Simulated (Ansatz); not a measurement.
# Mg3FeS4: relaxing a made-up structure

This structure for Mg3FeS4 is made up. Its elements were placed in a known structure type with a cell scaled to their sizes. What cell does the guess relax to, and how far off was it?

Main program and level: Ansatz 0.2.0; DFT, PBEsol, plane-wave PAW, files of the set soft_1, scalar-relativistic, ferromagnetic start, cell and ions relaxed at zero pressure; PAW set soft_1, in the first sound run; inputs show where later runs differ.

## (1) The structure

Symmetry: P-43m, No. 215, cubic system. The conventional cell has a = 5.437 Å, b = 5.437 Å, c = 5.437 Å, α = 90.00°, β = 90.00°, γ = 90.00°. Fe has 4 S at 2.35 Å nearest. S has 1 Fe at 2.35 Å and 3 Mg at 2.36 Å nearest. Nearest to Mg lie 4 S at 2.36 Å. Farther neighbours and most contacts between anions are not listed.

## (2) Relaxation of the guess

The guessed cell has no reason to be at equilibrium. It is relaxed with the atoms, within the space group of the guess.

The input, input.yaml:

```yaml
crystal:
  lattice:
    - [5.437, 0.0, 0.0]
    - [0.0, 5.437, 0.0]
    - [0.0, 0.0, 5.437]
  atoms:
    - { symbol: Fe, position: [0.0, 0.0, 0.0], spin: 3.0 }
    - { symbol: S, position: [0.2492, 0.2492, 0.2492] }
    - { symbol: S, position: [0.2492, 0.7508, 0.7508] }
    - { symbol: S, position: [0.7508, 0.2492, 0.7508] }
    - { symbol: S, position: [0.7508, 0.7508, 0.2492] }
    - { symbol: Mg, position: [0.0, 0.5, 0.5] }
    - { symbol: Mg, position: [0.5, 0.0, 0.5] }
    - { symbol: Mg, position: [0.5, 0.5, 0.0] }
magnetization:
  spin_polarized: true
kpoints:
  mp_grid: { grid: [5, 5, 5] }
scf:
  occupations: { method: fermi_dirac, width: 0.05 }
hamiltonian:
  xc: pbesol
  pseudopotentials: { kind: paw, azcp: { folder: soft_1 }, xc_functional: pbe }
relax:
  f_tol: 0.015
  max_steps: 70
  cell: {}
output:
  forces: true
  stress: true
```

Started as:

```console
> ansatz run input.yaml --threads 4 --pin off --max-ram 10240MiB --backend cpu --events-out ev --progress --plain --runs-dir out
```

Numbers of over 12 decimals in the logs are rounded to 6 here.

Log:

```text
Engine: ansatz 0.2.0, aarch64-unknown-linux-gnu
Pseudopotentials: kind: paw
Pseudopotential: Fe, paw, valence charge 16, recommended cutoff 420 eV (normal), soft_1/Fe.paw.azcp
Pseudopotential: S, paw, valence charge 6, recommended cutoff 420 eV (normal), soft_1/S.paw.azcp
Pseudopotential: Mg, paw, valence charge 10, recommended cutoff 420 eV (normal), soft_1/Mg.paw.azcp
Functional definition: PBEsol
  exchange = pbesol_x
  correlation = pbesol_c
Crystal: 8 atoms, lattice volume = 160.723 Å³
Basis set: ecut = 420 eV, 3119 PW (Γ), exchange–correlation on 80×80×80 points (8 copies of the dense FFT grid, shifted against one another)
Bands: 45, of which v1, the nominal top of the filled ones, is band 35 counted from 1 (34 counted from 0)
Symmetry: 24 space group operations
Space group: P-43m (ITA 215), of the structure as read, at distance tolerance 5.4e-5 Å
Magnetic group: BNS 215.70 (UNI 1572), of the structure as read, at distance tolerance 5.4e-5 Å
k-points: 10 of 125 (time reversal used)
Non-local potential: Fe, projectors of the file, l = 0: 3, l = 1: 2, l = 2: 3, l = 3: 1
Non-local potential: S, projectors of the file, l = 0: 2, l = 1: 2, l = 2: 1
Non-local potential: Mg, projectors of the file, l = 0: 3, l = 1: 2, l = 2: 1
PAW form: soft (Blöchl's): semilocal exchange-correlation on the pseudo side does not see the compensation charge
PAW frozen core: Fe, regenerated for the run's functional, and the local potential with it (the file was generated under x = pbe(κ = 0.804, μ = 0.219515), c = pbe(β = 0.066725))
PAW frozen core: S, regenerated for the run's functional, and the local potential with it (the file was generated under x = pbe(κ = 0.804, μ = 0.219515), c = pbe(β = 0.066725))
PAW frozen core: Mg, regenerated for the run's functional, and the local potential with it (the file was generated under x = pbe(κ = 0.804, μ = 0.219515), c = pbe(β = 0.066725))
PAW one-centre angular grid: Fe, 590 points (default); XC on 64 Gauss nodes
PAW one-centre angular grid: S, 110 points (default); XC on 64 Gauss nodes
PAW one-centre angular grid: Mg, 110 points (default); XC on 64 Gauss nodes
Initial density: superposition of atomic densities (chi_scale 0.1, normalization cell, long waves kept (reshape's long-wave potential 0.03 eV rms))
Starting moments: Σ|m| = 3 μB on 1 of 8 sites
Initial wavefunctions: pseudopotential atomic-orbital guess
Functional: x = pbesol(κ = 0.804, μ = 0.123457), c = pbesol(β = 0.046)
SCF iter   1: F=—  HF=-13732.595849 eV  |F-HF|=—  |Δ(HF+E_count)|=         —  Δρ=2.92e-2 (↑2.92e-2 ↓2.89e-2)  dr2=2.57e0  dr2_m=6.52e-1  M=4.000 μB ∫|m|=4.001 μB  β_m=0.30  ethr=3.10e-3  ⟨swp⟩=12.3  Hψ=4478  notcnv=0
Mixer restart at iter 1: flushing history
preconditioner: auto → Kerker (q_TF=auto, 2.375 Å⁻¹)  [metal: Δε(μ)=0.036 eV  Ē_g=9.170 eV  σ=0.050 eV  W_gap=0.17  n_scr=32 (ndim 8)  ℏωp=18.1 eV  f_vac=0.000  D(μ)=7.37/eV (n_scr^D=80)]
spin=Collinear: Kerker preconditioning applied to the charge; magnetization (m = ρ↑ − ρ↓) channel mixes plain (no charge-response kernel on spin).
SCF iter   2: F=—  HF=-13732.605479 eV  |F-HF|=—  |Δ(HF+E_count)|=   9.63e-3  Δρ=2.09e-2 (↑2.09e-2 ↓2.08e-2)  dr2=1.57e0  dr2_m=3.11e-1  M=4.000 μB ∫|m|=4.002 μB  β_m=0.65  ethr=3.10e-3  ⟨swp⟩=2.0  Hψ=1164  notcnv=0  defer=59
SCF iter   3: F=—  HF=-13732.640254 eV  |F-HF|=—  |Δ(HF+E_count)|=   3.48e-2  Δρ=4.34e-3 (↑3.09e-3 ↓4.34e-3)  dr2=1.33e-1  dr2_m=2.34e-3  M=4.000 μB ∫|m|=4.011 μB  β_m=0.81  ethr=2.24e-3  ⟨swp⟩=3.1  Hψ=1440  notcnv=0  defer=65
SCF iter   4: F=—  HF=-13732.651113 eV  |F-HF|=—  |Δ(HF+E_count)|=         —  Δρ=4.26e-3 (↑4.26e-3 ↓1.94e-3)  dr2=4.17e-2  dr2_m=3.12e-3  M=4.000 μB ∫|m|=4.016 μB  β_m=0.81  ethr=1.89e-4  ⟨swp⟩=2.6  Hψ=2026  notcnv=0  defer=65
Mixer restart at iter 4: flushing history
SCF iter   5: F=—  HF=-13732.658784 eV  |F-HF|=—  |Δ(HF+E_count)|=   7.67e-3  Δρ=3.39e-3 (↑3.39e-3 ↓3.05e-3)  dr2=6.00e-2  dr2_m=2.01e-4  M=4.000 μB ∫|m|=4.014 μB  β_m=0.64  ethr=5.96e-5  ⟨swp⟩=2.5  Hψ=1913  notcnv=0  defer=65
SCF iter   6: F=—  HF=-13732.642989 eV  |F-HF|=—  |Δ(HF+E_count)|=   1.58e-2  Δρ=1.13e-3 (↑1.13e-3 ↓8.32e-4)  dr2=7.54e-3  dr2_m=1.07e-4  M=4.000 μB ∫|m|=4.016 μB  β_m=0.82  ethr=5.96e-5  ⟨swp⟩=2.4  Hψ=1768  notcnv=0  defer=65
SCF iter   7: F=—  HF=-13732.644689 eV  |F-HF|=—  |Δ(HF+E_count)|=   1.70e-3  Δρ=3.00e-4 (↑2.43e-4 ↓3.00e-4)  dr2=7.76e-4  dr2_m=3.90e-6  M=4.000 μB ∫|m|=4.016 μB  β_m=0.91  ethr=1.08e-5  ⟨swp⟩=2.2  Hψ=1488  notcnv=0  defer=65
SCF iter   8: F=—  HF=-13732.644966 eV  |F-HF|=—  |Δ(HF+E_count)|=   2.77e-4  Δρ=8.57e-5 (↑5.57e-5 ↓8.57e-5)  dr2=2.84e-5  dr2_m=1.16e-6  M=4.000 μB ∫|m|=4.016 μB  β_m=0.87  ethr=1.11e-6  ⟨swp⟩=2.0  Hψ=1205  notcnv=0  defer=65
SCF iter   9: F=—  HF=-13732.644993 eV  |F-HF|=—  |Δ(HF+E_count)|=   2.63e-5  Δρ=7.15e-5 (↑3.95e-5 ↓7.15e-5)  dr2=1.53e-5  dr2_m=5.42e-7  M=4.000 μB ∫|m|=4.016 μB  β_m=0.93  ethr=4.05e-8  ⟨swp⟩=2.0  Hψ=1462  notcnv=0  defer=65
SCF iter  10: F=—  HF=-13732.644998 eV  |F-HF|=—  |Δ(HF+E_count)|=   5.78e-6  Δρ=7.69e-6 (↑5.32e-6 ↓7.69e-6)  dr2=2.81e-7  dr2_m=6.87e-9  M=4.000 μB ∫|m|=4.016 μB  β_m=0.89  ethr=2.19e-8  ⟨swp⟩=2.4  Hψ=1341  notcnv=0  defer=65
SCF iter  11: F=—  HF=-13732.644998 eV  |F-HF|=—  |Δ(HF+E_count)|=   1.55e-7  Δρ=4.56e-6 (↑4.56e-6 ↓3.49e-6)  dr2=1.34e-7  dr2_m=9.68e-10  M=4.000 μB ∫|m|=4.016 μB  β_m=0.94  ethr=4.02e-10  ⟨swp⟩=2.0  Hψ=1612  notcnv=0  defer=65
SCF iter  12: F=-13732.644999 eV  HF=-13732.644998 eV  |F-HF|=3.80e-9  |Δ(HF+E_count)|=   4.95e-8  Δρ=8.23e-7 (↑8.20e-7 ↓8.23e-7)  dr2=8.03e-9  dr2_m=1.41e-11  M=4.000 μB ∫|m|=4.016 μB  ethr=1.43e-10  ⟨swp⟩=2.0  Hψ=2818  notcnv=0
SCF 1 converged in 12 iterations: F = -13732.644999 eV  dr2 = 8.03e-9
  greatest PAW one-centre occupation: 1.002 electrons in one spin orbital (limit 2), on the Fe atom at site 0 (counted from 0), in its partial waves of l = 1
relax step   1: F+E_penalty+E_count = -13732.64499850 eV  Δ(F+E_penalty+E_count) = +0.000e0 eV  max|allowed force component| = 5.193e-1 eV/Å  Δτ_max = 0.0000 Å  P = +5.120 GPa  Ω = 160.723 Å³  (12 SCF iters, dr2 threshold 1.00e-7 eV, accepted)
Crystal: 8 atoms, lattice volume = 167.936 Å³
Basis set: ecut = 420 eV, 3239 PW (Γ), exchange–correlation on 80×80×80 points (8 copies of the dense FFT grid, shifted against one another)
Initial density: handed on by an earlier stage of this run
Starting moments: Σ|m| = 3 μB on 1 of 8 sites; this step starts from the density that it was given
Initial wavefunctions: those handed on with the density
[...]
SCF iter   7: F=—  HF=-13732.970265 eV  |F-HF|=—  |Δ(HF+E_count)|=   1.72e-5  Δρ=1.63e-5 (↑1.20e-5 ↓1.63e-5)  dr2=1.04e-6  dr2_m=2.08e-7  M=4.000 μB ∫|m|=4.020 μB  β_m=0.95  ethr=1.62e-8  ⟨swp⟩=2.5  Hψ=1626  notcnv=0
SCF iter   8: F=—  HF=-13732.970266 eV  |F-HF|=—  |Δ(HF+E_count)|=   8.75e-7  Δρ=3.10e-6 (↑1.99e-6 ↓3.10e-6)  dr2=8.31e-8  dr2_m=2.03e-9  M=4.000 μB ∫|m|=4.020 μB  β_m=0.97  ethr=1.48e-9  ⟨swp⟩=2.5  Hψ=1501  notcnv=0
SCF iter   9: F=-13732.970266 eV  HF=-13732.970266 eV  |F-HF|=1.34e-7  |Δ(HF+E_count)|=   4.36e-8  Δρ=7.14e-6 (↑8.11e-7 ↓7.14e-6)  dr2=1.54e-7  dr2_m=1.73e-8  M=4.000 μB ∫|m|=4.020 μB  ethr=1.19e-10  ⟨swp⟩=2.0  Hψ=2587  notcnv=0
SCF 3 converged in 9 iterations: F = -13732.970266 eV  dr2 = 1.54e-7
relax step   3: F+E_penalty+E_count = -13732.97026577 eV  Δ(F+E_penalty+E_count) = -4.698e-2 eV  max|allowed force component| = 7.514e-3 eV/Å  Δτ_max = 0.0345 Å  P = +0.190 GPa  Ω = 171.726 Å³  energy of the carried Pulay correction = -1.826e-3 eV  (9 SCF iters, dr2 threshold 8.00e-7 eV, accepted)
[...]
relax step   4: F+E_penalty+E_count = -13732.97052405 eV  Δ(F+E_penalty+E_count) = -2.583e-4 eV  max|allowed force component| = 2.835e-5 eV/Å  Δτ_max = 0.0014 Å  P = -0.009 GPa  Ω = 172.277 Å³  energy of the carried Pulay correction = -1.914e-3 eV  (7 SCF iters, dr2 threshold 9.03e-8 eV, accepted)
Initial wavefunctions: pseudopotential atomic-orbital guess (no wavefunctions were taken with the density)
iter 1 solved again at ethr=9.12e-7 eV; its pass at ethr=3.10e-3 eV (dr2=6.38e-4 eV) is discarded
SCF iter   1: F=—  HF=-13732.970167 eV  |F-HF|=—  |Δ(HF+E_count)|=         —  Δρ=2.04e-4 (↑1.98e-4 ↓2.04e-4)  dr2=1.14e-5  dr2_m=1.72e-6  M=4.000 μB ∫|m|=4.020 μB  β_m=0.65  ethr=9.12e-7  ⟨swp⟩=3.8  Hψ=6880  notcnv=0
preconditioner: auto → Kerker (q_TF=auto, 2.057 Å⁻¹)  [metal: Δε(μ)=0.048 eV  Ē_g=8.926 eV  σ=0.050 eV  W_gap=0.23  n_scr=26 (ndim 8)  ℏωp=17.4 eV  f_vac=0.017  D(μ)=6.00/eV (n_scr^D=32)]
spin=Collinear: Kerker preconditioning applied to the charge; magnetization (m = ρ↑ − ρ↓) channel mixes plain (no charge-response kernel on spin).
SCF iter   2: F=—  HF=-13732.972404 eV  |F-HF|=—  |Δ(HF+E_count)|=   2.24e-3  Δρ=7.23e-5 (↑7.13e-5 ↓7.23e-5)  dr2=1.10e-6  dr2_m=2.67e-7  M=4.000 μB ∫|m|=4.020 μB  β_m=0.61  ethr=1.63e-8  ⟨swp⟩=2.0  Hψ=1290  notcnv=0
SCF iter   3: F=—  HF=-13732.972710 eV  |F-HF|=—  |Δ(HF+E_count)|=   3.05e-4  Δρ=1.40e-5 (↑1.40e-5 ↓1.26e-5)  dr2=6.13e-8  dr2_m=5.64e-8  M=4.000 μB ∫|m|=4.020 μB  β_m=0.57  ethr=1.57e-9  ⟨swp⟩=2.0  Hψ=1612  notcnv=0
SCF iter   4: F=—  HF=-13732.972717 eV  |F-HF|=—  |Δ(HF+E_count)|=   6.84e-6  Δρ=9.50e-6 (↑5.18e-6 ↓9.50e-6)  dr2=1.66e-7  dr2_m=2.67e-8  M=4.000 μB ∫|m|=4.020 μB  β_m=0.78  ethr=8.75e-11  ⟨swp⟩=2.0  Hψ=1612  notcnv=0
SCF iter   5: F=—  HF=-13732.972718 eV  |F-HF|=—  |Δ(HF+E_count)|=   1.93e-6  Δρ=6.33e-6 (↑3.13e-6 ↓6.33e-6)  dr2=1.14e-7  dr2_m=2.76e-8  M=4.000 μB ∫|m|=4.020 μB  β_m=0.89  ethr=8.75e-11  ⟨swp⟩=2.1  Hψ=1616  notcnv=0
SCF iter   6: F=—  HF=-13732.972719 eV  |F-HF|=—  |Δ(HF+E_count)|=   3.33e-7  Δρ=1.97e-6 (↑1.97e-6 ↓8.98e-7)  dr2=9.55e-9  dr2_m=1.04e-9  M=4.000 μB ∫|m|=4.020 μB  β_m=0.95  ethr=8.75e-11  ⟨swp⟩=3.0  Hψ=1802  notcnv=0
SCF iter   7: F=—  HF=-13732.972719 eV  |F-HF|=—  |Δ(HF+E_count)|=   4.63e-9  Δρ=3.61e-7 (↑2.48e-7 ↓3.61e-7)  dr2=1.38e-9  dr2_m=6.08e-11  M=4.000 μB ∫|m|=4.020 μB  β_m=0.97  ethr=1.36e-11  ⟨swp⟩=2.0  Hψ=1572  notcnv=0
SCF iter   8: F=—  HF=-13732.972652 eV  |F-HF|=—  |Δ(HF+E_count)|=   6.65e-5  Δρ=4.18e-7 (↑4.18e-7 ↓3.85e-7)  dr2=1.08e-9  dr2_m=9.85e-12  M=4.000 μB ∫|m|=4.020 μB  β_m=0.88  ethr=1.97e-12  ⟨swp⟩=3.0  Hψ=1885  notcnv=0
SCF iter   9: F=—  HF=-13732.972652 eV  |F-HF|=—  |Δ(HF+E_count)|=   2.14e-9  Δρ=2.29e-7 (↑2.21e-7 ↓2.29e-7)  dr2=4.40e-10  dr2_m=4.59e-12  M=4.000 μB ∫|m|=4.020 μB  β_m=0.94  ethr=1.55e-12  ⟨swp⟩=2.1  Hψ=1194  notcnv=0
SCF iter  10: F=-13732.972652 eV  HF=-13732.972652 eV  |F-HF|=4.55e-11  |Δ(HF+E_count)|=  6.08e-10  Δρ=9.68e-8 (↑8.40e-8 ↓9.68e-8)  dr2=6.37e-11  dr2_m=1.08e-12  M=4.000 μB ∫|m|=4.020 μB  ethr=1.00e-12  ⟨swp⟩=3.0  Hψ=3188  notcnv=0
SCF 5 converged in 10 iterations: F = -13732.972652 eV  dr2 = 6.37e-11
relax step   5: F+E_penalty+E_count = -13732.97265230 eV  Δ(F+E_penalty+E_count) = -2.128e-3 eV  max|allowed force component| = 2.214e-4 eV/Å  Δτ_max = 0.0000 Å  P = -0.002 GPa  Ω = 172.277 Å³  stress off target by 1.61e-3 GPa  SCF on the basis re-selected at this cell (its energy is not comparable with the rows above)  (10 SCF iters)
basis re-selected at this cell: Δ(F+E_penalty+E_count) = -2.128e-3 eV, ΔP = +0.007 GPa vs the last step (what re-selecting the basis moved, of the pressure what is left beyond the Pulay correction that the steps carried, after the strain that the cell walked since its last selection, with what the two solves' SCF thresholds leave and, on support functions, any second-order correction that the steps lacked; it is no m [...]
SCF converged after 10 iterations
Magnetization: 4.0000 μB (37.0000 up, 33.0000 down)
Absolute magnetization: 4.0191 μB (∫|ρ↑−ρ↓|, with the PAW one-centre terms)
Spin contamination: 0.0230 ħ² per cell (⟨S²⟩ above its minimum at these occupations)
Per-site moments (μB) at R_I (Å): [(3.118549, 0.953807), (0.065494, 0.953807), (0.065494, 0.953807), (0.065494, 0.953807), (0.065494, 0.953807), (0.011128, 1.007944), (0.011128, 1.007944), (0.011128, 1.007944)]
Free energy (F): -13732.972652 eV
Harris-Foulkes:  -13732.972652 eV  (|F-HF|=4.55e-11)
Internal energy: -13732.926394 eV  (E = F + TS)
E sigma→0 (E₀):  -13732.949523 eV
Entropy (-TS):   -0.046259 eV (-5.782 meV/atom)
Fermi energy:    6.027315 eV
--- Per-component energies (eV) ---
  E_band       = -1496.269176
  E_kinetic    = 962.337677
  E_local      = -9532.025373  (includes V_loc(G=0)·N_el)
  E_nonlocal   = 1021.525756
  E_hartree    = 3559.261447
  E_xc         = -540.634565
  E_vxc        = -573.984307  (∫ρ·V_xc dr)
  E_paw        = -4591.659207  (= ΣΔE_a)
  E_vpaw       = -492.644051  (= ΣTr[D̂ρ^β])
  E_aug_tail   = -0.001422  (compensation charges beyond the density's cutoff)
  E_ewald      = -4612.334292
  E_core_change = 0.603586  (= ΣΔE_core)
  E_smearing   = -0.046259  (= −TS)
  E_closure    = -0.000000  (closes the sum)
  Σ components = -13732.972652   (vs F -13732.972652, Δ=0.00e0)
--- Forces (eV/Å), atoms counted from 1 ---
  atom   1  Fe     0.00000000     0.00000000    -0.00000000
  atom   2  S     -0.00022138    -0.00022138    -0.00022138
  atom   3  S     -0.00022138     0.00022138     0.00022138
  atom   4  S      0.00022138    -0.00022138     0.00022138
  atom   5  S      0.00022138     0.00022138    -0.00022138
  atom   6  Mg    -0.00000000     0.00000000     0.00000000
  atom   7  Mg    -0.00000000     0.00000000     0.00000000
  atom   8  Mg    -0.00000000    -0.00000000     0.00000000
  max |Σ_I F_I| component: 3.31e-17 eV/Å
--- Stress (GPa, compression-positive) ---
       -0.001605      -0.000000       0.000000
       -0.000000      -0.001605       0.000000
        0.000000       0.000000      -0.001605
  P = ⅓ Tr σ = -0.0016 GPa (-0.016 kbar)
--- Relaxed structure (4 steps of the walk, 4 accepted, 1 SCFs on fresh bases) ---
  F+E_penalty+E_count = -13732.97265230 eV   max|allowed force component| = 2.214e-4 eV/Å   (the final SCF, on the basis selected at the relaxed cell)
  cell:  # Å, volume = 172.2765 Å³
    - [5.564277, 0, 0]
    - [0, 5.564277, 0]
    - [0, 0, 5.564277]
  atoms:
    - { symbol: Fe, position: [0, -4.760957672998236e-19, -2.392942076480789e-19] }
    - { symbol: S, position: [0.239920, 0.239920, 0.239920] }
    - { symbol: S, position: [0.239920, 0.760080, 0.760080] }
    - { symbol: S, position: [0.760080, 0.239920, 0.760080] }
    - { symbol: S, position: [0.760080, 0.760080, 0.239920] }
    - { symbol: Mg, position: [0, 0.5, 0.5] }
    - { symbol: Mg, position: [0.5, -4.760957672998237e-19, 0.5] }
    - { symbol: Mg, position: [0.5, 0.5, -2.3929420764807894e-19] }
```

Elapsed: 26 s, on 4 threads of Arm Neoverse V1, shared host; peak memory 0.53 GiB; 99 s of CPU time.

The steps of the relaxation:

| step | energy less that of the first step (eV) | largest force component (eV/Å) | pressure (GPa) | volume (Å³) |
| --- | --- | --- | --- | --- |
| 1 | 0.0000 | 0.5193 | 5.12 | 160.72 |
| 2 | -0.2783 | 0.2077 | 1.67 | 167.94 |
| 3 | -0.3253 | 0.0075 | 0.19 | 171.73 |
| 4 | -0.3255 | 0.0000 | -0.01 | 172.28 |
| 5* | -0.3277 | 0.0002 | 0.00 | 172.28 |

Relaxation steps marked * repeat the geometry before them on a plane-wave basis chosen anew for their cell, so energy and pressure can jump there.

Forces are held to the 24 operations that the run works with; a distortion that breaks them can't arise in this run.

| conventional cell, symmetrised | before | after | change |
| --- | --- | --- | --- |
| a (Å) | 5.437 | 5.564 | +2.3 % |
| b (Å) | 5.437 | 5.564 | +2.3 % |
| c (Å) | 5.437 | 5.564 | +2.3 % |
| volume (Å³/atom) | 20.09 | 21.53 | +7.2 % |

The atoms that moved most (Å, as changes of fractional coordinates times the final cell):

| atom | dx | dy | dz | length |
| --- | --- | --- | --- | --- |
| S2 | -0.052 | -0.052 | -0.052 | 0.089 |
| S3 | -0.052 | 0.052 | 0.052 | 0.089 |
| S4 | 0.052 | -0.052 | 0.052 | 0.089 |
| S5 | 0.052 | 0.052 | -0.052 | 0.089 |

Numbers from this step:

| Item | Value |
| --- | --- |
| free energy | -13732.9727 eV |
| energy at zero smearing | -13732.9495 eV |
| smearing term TS | 0.04626 eV |
| Fermi energy | 6.027 eV |
| magnetization | 4.000 μB |
| absolute magnetization | 4.019 μB |
| site moments | 3.119, 0.06549, 0.06549, 0.06549, 0.06549, 0.01113, 0.01113, 0.01113 μB |
| electrons | 70 |
| symmetry operations | 24 |
| pressure | -0.001605 GPa |

Site moment by atom:

| atom | site moment (μB) |
| --- | --- |
| Fe1 | 3.12 |
| S2 | 0.07 |
| S3 | 0.07 |
| S4 | 0.07 |
| S5 | 0.07 |
| Mg6 | 0.01 |
| Mg7 | 0.01 |
| Mg8 | 0.01 |

The shortest distance of each pair, which need not be the same contact before and after:

| pair | guess (Å) | relaxed (Å) |
| --- | --- | --- |
| Fe–S | 2.347 | 2.312 |
| Mg–S | 2.357 | 2.444 |
| S–S | 3.832 | 3.776 |
| Fe–Mg | 3.845 | 3.935 |
| Mg–Mg | 3.845 | 3.935 |

The relaxation ends with a largest force component of 2.2e-4 eV/Å and a pressure of 0.00 GPa.

[end of part 1 of 2]

[Logs are printed without paths, hosts, clocks, repeated set-up lines and the standing remarks that a program may print on its own settings, such as how far it seeks lower states.]

[Hosts, paths, dates, database ids (printed as entryN), source tags and the programs' standing remarks are cut or masked in the printed files.]
